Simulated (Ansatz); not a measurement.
# Tc of K (Im-3m) from its phonons, part 2 of 2

What Tc do the phonons of K (Im-3m) give, and how does it depend on μ*? The cell shown first is a relaxed one, from steps not shown here.

Ansatz 0.2.0; DFT PBE, scalar-relativistic, plane waves, PAW; PAW set soft_1.

So far, log mean phonon energy ħω_log (meV): step 2 (coupling and resistivity: q 4×4×4, k 12×12×12, scattering …) 6.04; step 3 (k-mesh 16×16×16, scattering mesh 20×20×20) 5.96.

## 4. Electron–phonon run: q 4×4×4, k 16×16×16, scattering 28×28×28

The next rung changes the scattering mesh, which samples the Fermi surface.

File input.yaml:

```yaml
crystal:
  lattice:
    - [-2.6429320685, 2.6429320685, 2.6429320685]
    - [2.6429320685, -2.6429320685, 2.6429320685]
    - [2.6429320685, 2.6429320685, -2.6429320685]
  atoms:
    - { symbol: K, position: [0.0, 0.0, 0.0] }
kpoints:
  mp_grid: { grid: [16, 16, 16] }
hamiltonian:
  xc: pbe
  pseudopotentials: { kind: paw, azcp: { folder: soft_1 } }
scf:
  occupations: { method: methfessel_paxton, width: 0.2 }
output:
  eigenvalues: true
phonons:
  method: dfpt
  qmesh: [4, 4, 4]
  temperatures: { t_max: 1000, t_step: 50 }
  qpath:
    path:
      - [[0.0, 0.0, 0.0], [0.5, -0.5, 0.5], [0.0, 0.0, 0.5], [0.0, 0.0, 0.0], [0.25, 0.25, 0.25], [0.5, -0.5, 0.5]]
      - [[0.25, 0.25, 0.25], [0.0, 0.0, 0.5]]
    npoints: 6
  electrical_resistivity:
    mesh: [28, 28, 28]
    temperatures: [20.0, 50.0, 80.0, 100.0, 150.0, 200.0, 273.0, 300.0, 400.0, 500.0, 600.0, 800.0]
  superconductivity: { mesh: [28, 28, 28] }
```

Command:

```console
$ ansatz run input.yaml --threads 16 --pin off --max-ram 92160MiB --backend cuda --events-out ev --progress --plain --runs-dir out --max-vram 78GiB
```

Numbers of over 12 decimals in the logs are rounded to 6 here.

The log of the run:

```text
[...]
Crystal: 1 atoms, lattice volume = 73.844 Å³
Basis set: ecut = 420 eV, 1481 PW (Γ), exchange–correlation on 64×64×64 points (8 copies of the dense FFT grid, shifted against one another)
Bands: 9, of which v1, the nominal top of the filled ones, is band 5 counted from 1 (4 counted from 0)
Symmetry: 48 space group operations
k-points: 145 of 4096
[...]
SCF iter   1: F=—  HF=-1537.789532 eV  |F-HF|=—  |Δ(HF+E_count)|=         —  Δρ=3.26e-3  dr2=1.88e-2  ethr=3.10e-3  ⟨swp⟩=4.8  Hψ=9163  notcnv=0
[...]
SCF iter   2: F=—  HF=-1537.786086 eV  |F-HF|=—  |Δ(HF+E_count)|=   3.45e-3  S|Δr|=    0.00e0  Δρ=1.87e-3  dr2=8.20e-3  ethr=2.09e-4  ⟨swp⟩=1.0  Hψ=2465  notcnv=0
[...]
SCF iter   8: F=-1537.785122 eV  HF=-1537.785122 eV  |F-HF|=1.75e-11  |Δ(HF+E_count)|=   1.02e-9  S|Δr|=    0.00e0  Δρ=9.21e-8  dr2=6.30e-12  ethr=1.00e-12  ⟨swp⟩=3.8  Hψ=6114  notcnv=0
SCF 1 converged in 8 iterations: F = -1537.785122 eV  dr2 = 6.30e-12
[...]
SCF iter   1: F=—  HF=-1537.789532 eV  |F-HF|=—  |Δ(HF+E_count)|=         —  Δρ=3.26e-3  dr2=1.88e-2  ethr=3.10e-3  ⟨swp⟩=4.8  Hψ=9163  notcnv=0
[...]
SCF iter   4: F=—  HF=-1537.785088 eV  |F-HF|=—  |Δ(HF+E_count)|=   2.88e-5  S|Δr|=    0.00e0  Δρ=9.21e-5  dr2=6.34e-6  ethr=1.22e-5  ⟨swp⟩=2.0  Hψ=1816  notcnv=0
[...]
SCF 2 converged in 8 iterations: F = -1537.785122 eV  dr2 = 6.33e-12
[...]
SCF converged after 8 iterations
[...]
not converged in the mesh (λ_tr): between neighbouring meshes, the two finest first, λ moves by 0.49 % and 0.23 %, λ_tr by 1.93 % and 5.40 % and the resistivity by up to 1.64 % and 12.76 %; an estimate, no bound, puts it up to 7.8e-7 % above the Boltzmann equation's exact value after up to 4 iterations (at most 30 are made, fewer where the estimate is under 1.0e-6 % of each spin channel's own resistivity)
  vibrations of 64 cells: unjudged by the run; compare a larger repeat
[...]
--- Superconductivity: potentials and phonons of a 4×4×4 supercell ---
           mesh         λ    ħω_log (meV)  μ* declared at (meV)
       28×28×28    0.1424           5.931                6.942
       14×14×14    0.1431           6.022                6.979
          7×7×7    0.1434           6.181                7.064
  λ by the species' shares of the modes' patterns: K 0.1424
[...]
0.08      0.000         0.000    none_found    none_found    none_found    none_found     none_found
      0.10      0.000         0.000    none_found    none_found    none_found    none_found     none_found
      0.12      0.000         0.000    none_found    none_found    none_found    none_found     none_found
      0.13      0.000         0.000    none_found    none_found    none_found    none_found     none_found
      0.14          -             -    none_found    none_found    none_found    none_found     none_found
      0.16          -             -    none_found    none_found    none_found    none_found     none_found
      0.20          -             -    none_found    none_found    none_found    none_found     none_found
  none_found: no transition down to 0.1 K
[...]
converged in the mesh: between neighbouring meshes, the two finest first, λ moves by 0.49 % and 0.23 % and the anisotropic transition temperature over the full bandwidth at μ* = 0.13 by nothing (neither mesh has one) and nothing (neither mesh has one); converged means that the two finest part by at most 2.00 % and 5.00 %
  vibrations of 64 cells: unjudged by the run; compare a larger repeat
[...]
```

Wall time 50 s (1 × NVIDIA GB200 with 16 threads of Arm Neoverse V2, shared host); peak memory 5.6 GiB; 9.8 min of CPU time.

Numbers from this step:

* coupling constant λ: 0.1424
* density of states at the Fermi level: 0.39 states/eV a spin and cell
* log mean phonon energy ħω_log: 5.931 meV
* Drude plasma energy: 4.161, 4.161, 4.161 eV (xx, yy, zz)
* resistivity times mean free path: 22.39, 22.39, 22.39 × 10⁻¹⁶ Ω m² (xx, yy, zz)
* second-moment phonon energy ħω₂: 6.942 meV
* coupling λ by branch: 0.0368, 0.0181, 0.0874 (branches by rank of frequency)

An empty cell: under 1 mK by a formula, or no transition down to the floor of the Eliashberg search. Transition temperatures:

| μ* | McMillan Tc (K) | Allen–Dynes Tc (K) |
| --- | --- | --- |
| 0.08 | - | - |
| 0.1 | - | - |
| 0.12 | - | - |
| 0.13 | - | - |
| 0.14 | - | - |
| 0.16 | - | - |
| 0.2 | - | - |

The Eliashberg function α²F has structure finer than the step of the table below, so its rows give means over 0.5 meV, whole bins alone (the curve runs from 0.037 to 9.46 meV). Peaks (meV: height): α²F 8.86: 0.279; α²F tr 8.94: 0.200.

Eliashberg function α²F against phonon energy; means over each step:

| phonon energy (meV) | α²F | α²F tr |
| --- | --- | --- |
| 0.5 | 9.7e-5 | 0 |
| 1.0 | 8.7e-4 | 3.0e-5 |
| 1.5 | 0.00267 | 0.00110 |
| 2.0 | 0.00901 | 0.00927 |
| 2.5 | 0.0147 | 0.0146 |
| 3.0 | 0.0193 | 0.0175 |
| 3.5 | 0.0237 | 0.0207 |
| 4.0 | 0.0261 | 0.0222 |
| 4.5 | 0.0252 | 0.0188 |
| 5.0 | 0.0271 | 0.0191 |
| 5.5 | 0.0309 | 0.0213 |
| 6.0 | 0.0379 | 0.0268 |
| 6.5 | 0.0496 | 0.0353 |
| 7.0 | 0.0609 | 0.0415 |
| 7.5 | 0.0669 | 0.0415 |
| 8.0 | 0.0855 | 0.0515 |
| 8.5 | 0.167 | 0.106 |
| 9.0 | 0.233 | 0.164 |

## 5. Results

```json
{
 "meshes": "q 4×4×4, k 16×16×16, scattering 28×28×28",
 "coupling constant λ": "0.142",
 "log mean phonon energy ħω_log": "5.93 meV"
}
```

**Reading.** In the last run (PBE, q 4×4×4, k 16×16×16, scattering 28×28×28), with λ = 0.14 and ħω_log = 5.93 meV, Tc at μ* = 0.13 is under 1 mK by the formulas. Wikipedia's list of superconducting elements holds no transition of K at normal pressure, in line with the calculation. In that run Allen and Dynes's formula gives no transition above 0.05 K at μ* = 0.10 or more. The run's transport test calls it not converged in the mesh. Over the runs, λ takes the values 0.138, 0.142 and 0.142, in the order shown. μ* is a typed number, phonons are harmonic, and spin fluctuations are left out; with λ this near or under μ*(1 + 0.62 λ), the formulas give Tc only to its order of magnitude, or none.

[Logs are printed without paths, hosts, clocks, repeated set-up lines and the standing remarks that a program may print on its own settings, such as how far it seeks lower states.]

[Hosts, paths, dates, database ids (printed as entryN), source tags and the programs' standing remarks are cut or masked in the printed files.]
